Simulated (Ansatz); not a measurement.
# ZrO2: monoclinic against fluorite under pressure

Which form of ZrO2 has the lower enthalpy, and does pressure change the order? Both are relaxed at the same set pressures.

Calculated with Ansatz 0.2.0, PBEsol, PAW files of the set soft_1, cutoff 600 eV, Fermi–Dirac smearing 0.02 eV, k-mesh 6×6×6, no spin polarisation, no spin-orbit coupling.

The runs at 30 GPa are left out: their cell edges leave the smooth trend of the others, as when the structure changes.

The fluorite cell takes smearing 0.02 eV and a 9×9×9 mesh.

Near zero pressure the monoclinic cell (P2_1/c, 12 atoms) is a = 5.1278 Å, b = 5.2114 Å, c = 5.2955 Å, α = 90.00°, β = 99.61°, γ = 90.00°; the fluorite cell (Fm-3m, 3 atoms) is a = 3.5809 Å, b = 3.5809 Å, c = 3.5809 Å, α = 60.00°, β = 60.00°, γ = 60.00°.

| P (GPa) | V, monoclinic (Å³) | V, fluorite (Å³) | ΔE (meV) | ΔH = ΔE + PΔV (meV) |
| --- | --- | --- | --- | --- |
| −4 | 35.663 | 33.003 | 141.7 | 208.1 |
| 0 | 34.882 | 32.469 | 144.6 | 144.6 |
| 5 | 33.737 | 31.862 | 135.6 | 77.1 |
| 10 | 32.614 | 31.308 | 109.2 | 27.7 |
| 20 | 30.611 | 30.330 | 12.9 | −22.1 |

Values are for a formula unit, differences are fluorite less monoclinic, and 1 GPa Å³ = 6.2415 meV. **Question.** Give ΔH at 15 GPa, a row left out above, and the pressure at which the two forms cross, if they do.

Least squares with ΔH = h0 + h1 P + h2 P² gives h0 = 143.7 meV, h1 = −14.89 meV/GPa and h2 = 0.330 meV/GPa². Since dH/dP = V, the slope should equal ΔV: −2.413 Å³ × 6.2415 = −15.06 meV/GPa at 0 GPa. At 15 GPa the fit gives −5.4 meV. The run itself gives −5.0 meV, so the estimate misses by 0.4 meV; the fitted rows themselves lie up to 0.9 meV off the law.

ΔH passes through zero at 14.0 GPa, above which the fluorite form is lower. This compares two forms alone, at zero temperature, without vibrations or barriers; other forms may lie lower.
